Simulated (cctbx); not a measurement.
**What is wrong with this refinement?**

Cell a = 5.4800 Å, b = 5.4800 Å, c = 5.4800 Å, α = 90.00°, β = 90.00°, γ = 90.00°; space group Pm-3m (no. 221).

Simulated single-crystal data (cctbx): Mo Kα, λ = 0.71073 Å, to d = 0.77 Å, 70 % of the full sphere, strongest reflection 70000 counts, noise from counting, a 6 % proportional error and a noise floor of 15 counts (s.d.); no absorption.

An anisotropic refinement with weights 1/σ² prints:

```text
Rint 0.047, 60 unique reflections to 0.77 A
cycle     R1     wR2    GooF  max shift (A)
   1  0.2142  0.5535  29.024   0.00000
   3  0.0814  0.2881  15.106   0.00000
final R1 0.0811 wR2 0.2880 GooF 15.103  parameters 4  data/parameter 15.0
atom        x        y        z      Ueq    occ   su(xyz)  su(Uiso or U11)
I1     0.50000  0.00000  0.50000   0.0017  1.000  0.00000  0.0027
Ca1    0.50000  0.50000  0.50000  -0.0259  1.000  0.00000  0.0022  NPD
K1     0.00000  0.00000  0.00000  -0.0133  1.000  0.00000  0.0041  NPD
difference map: max 9.70 min -7.35 rms 1.00
Q1    0.5000  0.5000  0.5000    1    9.70  0.00 A from Ca1
Q2    0.0000  0.5000  0.5000    3    5.87  0.00 A from I1
Q3    0.0868  0.0868  0.0868    8    1.69  0.82 A from K1
Q4    0.0000  0.1494  0.2794   24    1.52  1.74 A from K1
Q5    0.0819  0.0819  0.5000   12    1.44  2.33 A from I1
Q6    0.2926  0.2926  0.2926    8    1.42  1.97 A from Ca1
```

Q: Accept it or mend it, and why?

Mend it. The fault: wrong element: Ca1 is Ni. Against the right model at the same level, R1 goes from 0.0082 to 0.0811 and GooF from 1.03 to 15.10, U of K1 shrinks from 0.0034 to -0.0133 Å², U of Ca1 shrinks from 0.0029 to -0.0259 Å², the top difference peak, 9.7 e/Å³, lies on Ca1, a hole of -7.3 e/Å³ opens and Ca1 and K1 go non-positive-definite. Ca1 has 8 electrons too few and its U shrinks to make up, as expected.

The compound is KNiI3. The right model at the same level gives:

```text
Rint 0.047, 60 unique reflections to 0.77 A
cycle     R1     wR2    GooF  max shift (A)
   1  0.0081  0.0205   1.073   0.00000
   2  0.0082  0.0197   1.031   0.00000
final R1 0.0082 wR2 0.0197 GooF 1.031  parameters 4  data/parameter 15.0
atom        x        y        z      Ueq    occ   su(xyz)  su(Uiso or U11)
I1     0.50000  0.00000  0.50000   0.0030  1.000  0.00000  0.0002
Ni1    0.50000  0.50000  0.50000   0.0029  1.000  0.00000  0.0002
K1     0.00000  0.00000  0.00000   0.0034  1.000  0.00000  0.0004
difference map: max 0.37 min -0.44 rms 0.11
Q1    0.0000  0.0000  0.3116    6    0.37  1.71 A from K1
Q2    0.0000  0.3239  0.3239   12    0.27  1.36 A from I1
Q3    0.1145  0.1145  0.5000   12    0.25  2.20 A from I1
Q4    0.2594  0.2594  0.2594    8    0.24  2.28 A from Ni1
Q5    0.1579  0.3329  0.5000   24    0.20  1.26 A from I1
Q6    0.0000  0.1532  0.3876   24    0.20  2.00 A from I1
```

This is a model crystal, built by substitution and not relaxed, with assumed displacement parameters.

[Middle refinement cycles are left out of these outputs.]

[Logs are printed without paths, hosts, clocks, repeated set-up lines and the standing remarks that a program may print on its own settings, such as how far it seeks lower states.]
